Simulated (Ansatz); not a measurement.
# Resistivity from frozen vibrations: Pb(111) with 4 thermally displaced layers, 2x2, part 2 of 2

How much do lattice vibrations at 80 K scatter the electrons of Pb? Layers with random displacements are laid between perfect leads, and the resistance is followed against their length.

Ansatz 0.2.0; Ansatz plane-wave DFT, PBE, PAW files; ballistic transport by layer matching (Landauer), zero bias; PAW set soft_1.

So far, open channels per spin nearest the Fermi level: step 2 (with 4 displaced layers) 4.89.

## (3) With 8 displaced layers

Each atom of 8 layers is moved at random, by amounts drawn from a normal law 0.073 Å wide in each direction from the Debye model (105 K) at 80 K. A fresh draw is used; the growth of the resistance with length is what counts.

System of this step: Pb(111) with 8 thermally displaced layers, 2x2. The cell holds 56 atoms: 56 Pb. Cell: a = 7.001 Å, b = 7.001 Å, c = 40.068 Å, α = 87.5°, β = 92.5°, γ = 120.0°. It derives from Pb. Regions: lead, 24 atoms (24 Pb); scattering region, 32 atoms (32 Pb). The structure is stacked along c, and the current runs across the ab planes.

The input, input.yaml:

```yaml
crystal:
  lattice:
    - [7.0014885046, 0.0, 0.0]
    - [-3.5007442523, 6.0634669093, 0.0]
    - [-1.7503721261, 1.0105778182, 40.0168399779]
  atoms:
    - { symbol: Pb, position: [0.005952381, 0.994047619, 0.0357142857] }
    - { symbol: Pb, position: [0.005952381, 0.494047619, 0.0357142857] }
    - { symbol: Pb, position: [0.505952381, 0.994047619, 0.0357142857] }
    - { symbol: Pb, position: [0.505952381, 0.494047619, 0.0357142857] }
    - { symbol: Pb, position: [0.1845238095, 0.3154761905, 0.1071428571] }
    - { symbol: Pb, position: [0.1845238095, 0.8154761905, 0.1071428571] }
    - { symbol: Pb, position: [0.6845238095, 0.3154761905, 0.1071428571] }
    - { symbol: Pb, position: [0.6845238095, 0.8154761905, 0.1071428571] }
    - { symbol: Pb, position: [0.3630952381, 0.1369047619, 0.1785714286] }
    - { symbol: Pb, position: [0.3630952381, 0.6369047619, 0.1785714286] }
    - { symbol: Pb, position: [0.8630952381, 0.1369047619, 0.1785714286] }
    - { symbol: Pb, position: [0.8630952381, 0.6369047619, 0.1785714286] }
    - { symbol: Pb, position: [0.0684943218, 0.9740682069, 0.2506523834] }
    - { symbol: Pb, position: [0.0292327294, 0.4580799445, 0.2511983684] }
    - { symbol: Pb, position: [0.5307355986, 0.9629627506, 0.2507846987] }
    - { symbol: Pb, position: [0.5415946374, 0.4442690883, 0.2487920888] }
    - { symbol: Pb, position: [0.2091672499, 0.2651396219, 0.3246037169] }
    - { symbol: Pb, position: [0.2169670236, 0.7838038082, 0.3209565577] }
    - { symbol: Pb, position: [0.7449052164, 0.2954761516, 0.3225847309] }
    - { symbol: Pb, position: [0.6977694765, 0.7801807126, 0.3226766128] }
    - { symbol: Pb, position: [0.4061164686, 0.0931919574, 0.3961831507] }
    - { symbol: Pb, position: [0.3813326099, 0.5929362893, 0.3945640387] }
    - { symbol: Pb, position: [0.9114405142, 0.12525678, 0.393201277] }
    - { symbol: Pb, position: [0.8895968694, 0.5969737848, 0.3908652999] }
    - { symbol: Pb, position: [0.0680246739, 0.9300370623, 0.4653466089] }
    - { symbol: Pb, position: [0.086855937, 0.4130140971, 0.4673691114] }
    - { symbol: Pb, position: [0.583734635, 0.9417182737, 0.4634956813] }
    - { symbol: Pb, position: [0.5715258303, 0.4253145037, 0.46616859] }
    - { symbol: Pb, position: [0.2536971412, 0.2374015659, 0.5332659436] }
    - { symbol: Pb, position: [0.2446589311, 0.7498025357, 0.5375209667] }
    - { symbol: Pb, position: [0.7480321909, 0.2308386799, 0.5373079887] }
    - { symbol: Pb, position: [0.7384871836, 0.7352680495, 0.5368479286] }
    - { symbol: Pb, position: [0.4131976726, 0.0703079066, 0.6060810954] }
    - { symbol: Pb, position: [0.435269453, 0.5645026906, 0.6075118088] }
    - { symbol: Pb, position: [0.9376304876, 0.0559074693, 0.6097368022] }
    - { symbol: Pb, position: [0.9475362162, 0.5752865881, 0.6092692691] }
    - { symbol: Pb, position: [0.1264199201, 0.8970507313, 0.6787094216] }
    - { symbol: Pb, position: [0.0971615872, 0.3855119368, 0.6771667108] }
    - { symbol: Pb, position: [0.5996351144, 0.8901914279, 0.6775335646] }
    - { symbol: Pb, position: [0.5961498371, 0.3742576283, 0.6790614131] }
    - { symbol: Pb, position: [0.3033706889, 0.2242697641, 0.7499745993] }
    - { symbol: Pb, position: [0.311333331, 0.7248770731, 0.7520995807] }
    - { symbol: Pb, position: [0.7744931367, 0.223032472, 0.7506199625] }
    - { symbol: Pb, position: [0.798440647, 0.7126892138, 0.7506987077] }
    - { symbol: Pb, position: [0.4702380952, 0.0297619048, 0.8214285714] }
    - { symbol: Pb, position: [0.4702380952, 0.5297619048, 0.8214285714] }
    - { symbol: Pb, position: [0.9702380952, 0.0297619048, 0.8214285714] }
    - { symbol: Pb, position: [0.9702380952, 0.5297619048, 0.8214285714] }
    - { symbol: Pb, position: [0.1488095238, 0.8511904762, 0.8928571429] }
    - { symbol: Pb, position: [0.1488095238, 0.3511904762, 0.8928571429] }
    - { symbol: Pb, position: [0.6488095238, 0.8511904762, 0.8928571429] }
    - { symbol: Pb, position: [0.6488095238, 0.3511904762, 0.8928571429] }
    - { symbol: Pb, position: [0.3273809524, 0.1726190476, 0.9642857143] }
    - { symbol: Pb, position: [0.3273809524, 0.6726190476, 0.9642857143] }
    - { symbol: Pb, position: [0.8273809524, 0.1726190476, 0.9642857143] }
    - { symbol: Pb, position: [0.8273809524, 0.6726190476, 0.9642857143] }
kpoints:
  mp_grid: { grid: [4, 4, 1] }
hamiltonian:
  xc: pbe
  pseudopotentials: { kind: paw, azcp: { folder: soft_1 } }
scf:
  occupations: { method: fermi_dirac, width: 0.1 }
output:
  transmission: { leads: [[0, 4]], kmesh: [8, 8], e_range: [-0.05, 0.05], de: 0.05 }
  write_potential: true
  write_density: true
  volumetric_format: npy
```

Started as:

```sh
> ansatz run input.yaml --threads 4 --pin off --max-ram 15360MiB --backend cpu --events-out ev --progress --plain --runs-dir out
```

Numbers of over 12 decimals in the logs are rounded to 6 here.

The program printed:

```text
[...]
Crystal: 56 atoms, lattice volume = 1698.847 Å³
Basis set: ecut = 420 eV, 33213 PW (Γ)
Bands: 471, of which v1, the nominal top of the filled ones, is band 392 counted from 1 (391 counted from 0)
Symmetry: 1 space group operations
[...]
k-points: 10 of 16 (time reversal used)
[...]
SCF iter   1: F=—  HF=-666894.539346 eV  |F-HF|=—  |Δ(HF+E_count)|=         —  Δρ=7.92e-3  dr2=1.73e0  ethr=3.10e-3  ⟨swp⟩=7.2  Hψ=19184  notcnv=0  defer=51
[...]
SCF iter   8: F=-666893.976253 eV  HF=-666893.976253 eV  |F-HF|=5.09e-8  |Δ(HF+E_count)|=   7.14e-8  Δρ=1.33e-6  dr2=8.36e-8  ethr=1.28e-11  ⟨swp⟩=9.6  Hψ=23373  notcnv=0
SCF 1 converged in 8 iterations: F = -666893.976253 eV  dr2 = 8.36e-8
[...]
transmission: 171 of 1700 steps passed
transmission: 348 of 1700 steps passed
[...]
transmission: 1700 of 1700 steps passed
SCF converged after 8 iterations
Free energy (F): -666893.976253 eV
[...]
Internal energy: -666893.056164 eV  (E = F + TS)
E sigma→0 (E₀):  -666893.516209 eV
Entropy (-TS):   -0.920089 eV (-16.430 meV/atom)
Fermi energy:    11.182430 eV
[...]
--- Band table (eV; the first three rows and the last of 10) ---
  k-point 0: bands = [... 388 lower, 11.6156, 11.7118, 11.7235, 11.7674, 11.7773, 12.0430, 12.1193, 12.1426, ... 75 higher]
  k-point 1: bands = [... 388 lower, 10.9957, 11.0258, 11.1330, 11.1890, 11.4367, 11.6922, 11.8008, 11.8233, ... 75 higher]
  k-point 2: bands = [... 388 lower, 11.0388, 11.0653, 11.1347, 11.1700, 11.3220, 11.3486, 11.3657, 11.4019, ... 75 higher]
  k-point 9: bands = [... 388 lower, 11.0758, 11.1616, 11.2219, 11.2575, 11.2845, 11.3337, 11.3616, 11.3781, ... 75 higher]
--- Transmission ---
  basis      : 367 plane waves across, 50 finite elements along
  points     : 34, standing for a mesh of 8 x 8
[...]
channels       : 5.171875e0 a spin
[...]
junction   : crystal 0 to crystal 0, 2.86 to 40.02 Å
    transmission   : 4.573549e0 a spin
[...]
```

Run time: 14 min. Hardware: 4 threads of Intel Xeon Platinum 8375C at 2.90GHz (Ice Lake), shared host; peak memory 9.1 GiB.

This step gave:

- free energy: -666893.9763 eV
- energy at zero smearing: -666893.5162 eV
- Fermi energy: 11.18 eV
- transmission per spin nearest the Fermi level: 4.574
- open channels per spin nearest the Fermi level: 5.172
- step of the lead's potential: 3.9 meV

Per spin. The transmission, zone mean by energy, zero at the Fermi level:

```
energy (eV)  transmission, zone mean
    -0.0500                     4.39
     0.0000                     4.57
     0.0500                     4.58
```

Over the solved energies the transmission per spin lies between 4.39 and 4.58, out of 5.08 channels of the lead on average (up to 5.17).

## (4) With 12 displaced layers

Each atom of 12 layers is moved at random, by amounts drawn from a normal law 0.073 Å wide in each direction from the Debye model (105 K) at 80 K. A fresh draw is used; the growth of the resistance with length is what counts.

System of this step: Pb(111) with 12 thermally displaced layers, 2x2. The cell holds 72 atoms: 72 Pb. Its edges and angles: a = 7.001 Å, b = 7.001 Å, c = 51.450 Å, α = 90.0°, β = 90.0°, γ = 120.0°. It derives from Pb. Regions: lead, 24 atoms (24 Pb); scattering region, 48 atoms (48 Pb). The structure is stacked along c, and the current runs across the ab planes.

The input, input.yaml:

```yaml
crystal:
  lattice:
    - [7.0014885046, 0.0, 0.0]
    - [-3.5007442523, 6.0634669093, 0.0]
    - [0.0, 0.0, 51.4502228287]
  atoms:
    - { symbol: Pb, position: [0.0, 0.0, 0.0277777778] }
    - { symbol: Pb, position: [0.0, 0.5, 0.0277777778] }
    - { symbol: Pb, position: [0.5, 0.0, 0.0277777778] }
    - { symbol: Pb, position: [0.5, 0.5, 0.0277777778] }
    - { symbol: Pb, position: [0.1666666667, 0.3333333333, 0.0833333333] }
    - { symbol: Pb, position: [0.1666666667, 0.8333333333, 0.0833333333] }
    - { symbol: Pb, position: [0.6666666667, 0.3333333333, 0.0833333333] }
    - { symbol: Pb, position: [0.6666666667, 0.8333333333, 0.0833333333] }
    - { symbol: Pb, position: [0.3333333333, 0.1666666667, 0.1388888889] }
    - { symbol: Pb, position: [0.3333333333, 0.6666666667, 0.1388888889] }
    - { symbol: Pb, position: [0.8333333333, 0.1666666667, 0.1388888889] }
    - { symbol: Pb, position: [0.8333333333, 0.6666666667, 0.1388888889] }
    - { symbol: Pb, position: [0.0011705774, 0.9956760215, 0.1917444993] }
    - { symbol: Pb, position: [0.9940222058, 0.4903171068, 0.1959780624] }
    - { symbol: Pb, position: [0.4974900235, 0.0010056625, 0.1932381724] }
    - { symbol: Pb, position: [0.4946030153, 0.4998610564, 0.1923355061] }
    - { symbol: Pb, position: [0.1691648772, 0.3320554366, 0.2483165129] }
    - { symbol: Pb, position: [0.1447354934, 0.8395142866, 0.2495774897] }
    - { symbol: Pb, position: [0.6597143663, 0.3304882799, 0.2525790358] }
    - { symbol: Pb, position: [0.666668844, 0.8343768718, 0.2478886513] }
    - { symbol: Pb, position: [0.3560473111, 0.1777200275, 0.3070703916] }
    - { symbol: Pb, position: [0.339352382, 0.6777099896, 0.3060822265] }
    - { symbol: Pb, position: [0.8388141956, 0.1648331346, 0.3034629268] }
    - { symbol: Pb, position: [0.8324121177, 0.6433554, 0.305214893] }
    - { symbol: Pb, position: [0.9915842555, 0.9874362285, 0.3619816244] }
    - { symbol: Pb, position: [0.9952783186, 0.4947368649, 0.3618491833] }
    - { symbol: Pb, position: [0.5033944856, 0.0167336217, 0.3616101077] }
    - { symbol: Pb, position: [0.4833394227, 0.4765766281, 0.3592543608] }
    - { symbol: Pb, position: [0.1777011498, 0.3327236851, 0.4162646852] }
    - { symbol: Pb, position: [0.1760850127, 0.8178807224, 0.4158351487] }
    - { symbol: Pb, position: [0.6652679098, 0.3403971834, 0.4157245782] }
    - { symbol: Pb, position: [0.650597699, 0.8139954284, 0.4177021982] }
    - { symbol: Pb, position: [0.3388745284, 0.1609275571, 0.4724541326] }
    - { symbol: Pb, position: [0.3170046135, 0.6609825366, 0.4741786394] }
    - { symbol: Pb, position: [0.848666419, 0.1945005802, 0.4711045646] }
    - { symbol: Pb, position: [0.838209985, 0.6643113263, 0.4730255714] }
    - { symbol: Pb, position: [0.9965442672, 0.9932390121, 0.526545934] }
    - { symbol: Pb, position: [0.0315231905, 0.4990681918, 0.5249145194] }
    - { symbol: Pb, position: [0.497317224, 0.0081686277, 0.5270678649] }
    - { symbol: Pb, position: [0.5202321933, 0.5120763105, 0.5275614871] }
    - { symbol: Pb, position: [0.1556872346, 0.3212280761, 0.5823395196] }
    - { symbol: Pb, position: [0.158551753, 0.8478431983, 0.5855918131] }
    - { symbol: Pb, position: [0.6464427998, 0.3190971051, 0.5808223971] }
    - { symbol: Pb, position: [0.637898751, 0.7959099969, 0.5817115236] }
    - { symbol: Pb, position: [0.3447823004, 0.1625022054, 0.6401022291] }
    - { symbol: Pb, position: [0.3388374854, 0.6878781607, 0.6391717389] }
    - { symbol: Pb, position: [0.8447228212, 0.1974167846, 0.6384282032] }
    - { symbol: Pb, position: [0.8218081058, 0.6690991608, 0.6388337508] }
    - { symbol: Pb, position: [0.0055737039, 0.9888966913, 0.695586983] }
    - { symbol: Pb, position: [0.0048750862, 0.4919560924, 0.6946762186] }
    - { symbol: Pb, position: [0.5054629224, 0.0282609293, 0.6934447058] }
    - { symbol: Pb, position: [0.488852609, 0.4871594043, 0.6939530208] }
    - { symbol: Pb, position: [0.171230298, 0.3425832096, 0.74913323] }
    - { symbol: Pb, position: [0.1561958989, 0.8162682945, 0.7488252529] }
    - { symbol: Pb, position: [0.7016911713, 0.3458776248, 0.7488905328] }
    - { symbol: Pb, position: [0.6468364801, 0.8215800796, 0.7499692033] }
    - { symbol: Pb, position: [0.3292118497, 0.1576990437, 0.8037288748] }
    - { symbol: Pb, position: [0.3508943556, 0.6721083099, 0.8050237432] }
    - { symbol: Pb, position: [0.8278413561, 0.1602871921, 0.801386953] }
    - { symbol: Pb, position: [0.8280914282, 0.6537693712, 0.8041319426] }
    - { symbol: Pb, position: [0.0, 0.0, 0.8611111111] }
    - { symbol: Pb, position: [0.0, 0.5, 0.8611111111] }
    - { symbol: Pb, position: [0.5, 0.0, 0.8611111111] }
    - { symbol: Pb, position: [0.5, 0.5, 0.8611111111] }
    - { symbol: Pb, position: [0.1666666667, 0.3333333333, 0.9166666667] }
    - { symbol: Pb, position: [0.1666666667, 0.8333333333, 0.9166666667] }
    - { symbol: Pb, position: [0.6666666667, 0.3333333333, 0.9166666667] }
    - { symbol: Pb, position: [0.6666666667, 0.8333333333, 0.9166666667] }
    - { symbol: Pb, position: [0.3333333333, 0.1666666667, 0.9722222222] }
    - { symbol: Pb, position: [0.3333333333, 0.6666666667, 0.9722222222] }
    - { symbol: Pb, position: [0.8333333333, 0.1666666667, 0.9722222222] }
    - { symbol: Pb, position: [0.8333333333, 0.6666666667, 0.9722222222] }
kpoints:
  mp_grid: { grid: [4, 4, 1] }
hamiltonian:
  xc: pbe
  pseudopotentials: { kind: paw, azcp: { folder: soft_1 } }
scf:
  occupations: { method: fermi_dirac, width: 0.1 }
output:
  transmission: { leads: [[0, 4]], kmesh: [8, 8], e_range: [-0.05, 0.05], de: 0.05 }
  write_potential: true
  write_density: true
  volumetric_format: npy
```

The program printed:

```text
[...]
Crystal: 72 atoms, lattice volume = 2184.231 Å³
Basis set: ecut = 420 eV, 42621 PW (Γ)
Bands: 605, of which v1, the nominal top of the filled ones, is band 504 counted from 1 (503 counted from 0)
Symmetry: 1 space group operations
[...]
k-points: 10 of 16 (time reversal used)
[...]
SCF iter   1: F=—  HF=-857435.801354 eV  |F-HF|=—  |Δ(HF+E_count)|=         —  Δρ=7.98e-3  dr2=2.40e0  ethr=3.10e-3  ⟨swp⟩=7.0  Hψ=24277  notcnv=0  defer=109
[...]
SCF iter   8: F=-857435.076151 eV  HF=-857435.076151 eV  |F-HF|=1.64e-8  |Δ(HF+E_count)|=   2.63e-8  Δρ=1.28e-6  dr2=5.74e-8  ethr=9.92e-12  ⟨swp⟩=10.2  Hψ=29288  notcnv=0
SCF 1 converged in 8 iterations: F = -857435.076151 eV  dr2 = 5.74e-8
[...]
transmission: 222 of 2176 steps passed
transmission: 441 of 2176 steps passed
[...]
transmission: 2176 of 2176 steps passed
SCF converged after 8 iterations
Free energy (F): -857435.076151 eV
[...]
Internal energy: -857433.995948 eV  (E = F + TS)
E sigma→0 (E₀):  -857434.536050 eV
Entropy (-TS):   -1.080203 eV (-15.003 meV/atom)
Fermi energy:    11.221086 eV
[...]
--- Band table (eV; the first three rows and the last of 10) ---
  k-point 0: bands = [... 500 lower, 11.6603, 11.7164, 11.7300, 11.7412, 11.8228, 11.8364, 11.8888, 12.0384, ... 97 higher]
  k-point 1: bands = [... 500 lower, 10.9699, 11.2392, 11.2883, 11.4139, 11.4304, 11.5266, 11.5480, 11.6582, ... 97 higher]
  k-point 2: bands = [... 500 lower, 11.1339, 11.1598, 11.1978, 11.2151, 11.2324, 11.2438, 11.2995, 11.3101, ... 97 higher]
  k-point 9: bands = [... 500 lower, 11.1402, 11.1445, 11.1878, 11.2181, 11.2278, 11.2610, 11.2872, 11.3058, ... 97 higher]
--- Transmission ---
  basis      : 367 plane waves across, 64 finite elements along
  points     : 34, standing for a mesh of 8 x 8
[...]
channels       : 5.171875e0 a spin
[...]
junction   : crystal 0 to crystal 0, -0.00 to 48.59 Å
    transmission   : 4.185345e0 a spin
[...]
```

Elapsed: 20 min, on 4 threads; peak memory 10 GiB.

This step gave:

```yaml
free_energy: -857435.0762 eV
energy_at_zero_smearing: -857434.5360 eV
fermi_energy: 11.22 eV
transmission_per_spin_nearest_the_fermi_level: 4.185
step_of_the_lead_s_potential: 5.9 meV
```

Per spin. Table of transmission, zone mean by energy, zero at the Fermi level:

```csv
energy (eV),"transmission, zone mean"
-0.0500,4.13
0.0000,4.19
0.0500,4.28
```

Over the solved energies the transmission per spin lies between 4.13 and 4.28, out of 5.23 channels of the lead on average (up to 5.36).

## (5) Resistance against length

This step: Ansatz plane-wave DFT, PBE, PAW files; ballistic transport by layer matching (Landauer), zero bias; resistivity from the slope of the area resistance; PAW set soft_1 (Ansatz 0.2.0).

Numbers from this step:

| Quantity | Value |
| --- | --- |
| resistivity | 7.414 µΩ cm |
| intercept | -0.008994 fΩ m² |
| scatter about the fit | 0.01818 fΩ m² |

Resistance, by row:

```
run  length (Å)      T  channels N  RA (fΩ m²)
 n4       11.43  4.559       4.922     0.08863
 n8       22.87  4.514       5.078      0.1348
n12        34.3  4.199       5.234      0.2582
```

Table of area resistance by length of the displaced region:

| length of the displaced region (Å) | area resistance (fΩ m²) |
| --- | --- |
| 11.43 | 0.0886 |
| 22.87 | 0.135 |
| 34.30 | 0.258 |

The area resistance goes from 0.089 to 0.26 fΩ m² between 11 and 34.3 Å, a slope of 7.4 µΩ cm.

By hand from the end points: (0.2582 − 0.08863) fΩ m² / (34.30 − 11.4) Å = 7.4 µΩ cm, since 1 fΩ m² per Å is 1000 µΩ cm.

## (6) What came out

| Quantity | Value |
| --- | --- |
| resistivity from the slope | 7.41 µΩ cm |
| area resistance over 11.4 Å | 0.0886 fΩ m² |
| area resistance over 22.9 Å | 0.135 fΩ m² |
| area resistance over 34.3 Å | 0.258 fΩ m² |

In words: The slope gives 7.4 µΩ cm. The points scatter by 0.018 fΩ m² about the line, with one random draw a length in a 2x2 cell, so the slope is a rough value. The mean square of the displacements drawn is 0.78, 0.99 and 1.2 of the nominal one at the three lengths; with each resistance scaled back by that, the slope is 4.6 µΩ cm, the value used below. The lead's own channel count moves between the runs (4.92, 5.08 and 5.23), which shifts RA and the slope too. Read with a model of isotropic scattering on a spherical Fermi surface and the lead's 0.90×10¹⁵ S/m², this slope means a mean free path near 211 Å; over these lengths the model's slope is 1.17 times its bulk resistivity, which would be 4.0 µΩ cm. Uncorrelated displacements put too much weight on short waves, which scatter strongly; with the sideways repeat of a small cell, one draw and three short lengths, the method is good to a factor of two or three. The measured value is 4.9 µΩ cm (CRC Handbook of Chemistry and Physics, 84th ed., 2003, Electrical Resistivity of Pure Metals); the scaled slope is 0.94 times that and the corrected value 0.81: fair for so small a cell. Spin-orbit coupling is left out, which matters for Pb.

[Logs are printed without paths, hosts, clocks, repeated set-up lines and the standing remarks that a program may print on its own settings, such as how far it seeks lower states.]

[Hosts, paths, dates, database ids (printed as entryN), source tags and the programs' standing remarks are cut or masked in the printed files.]
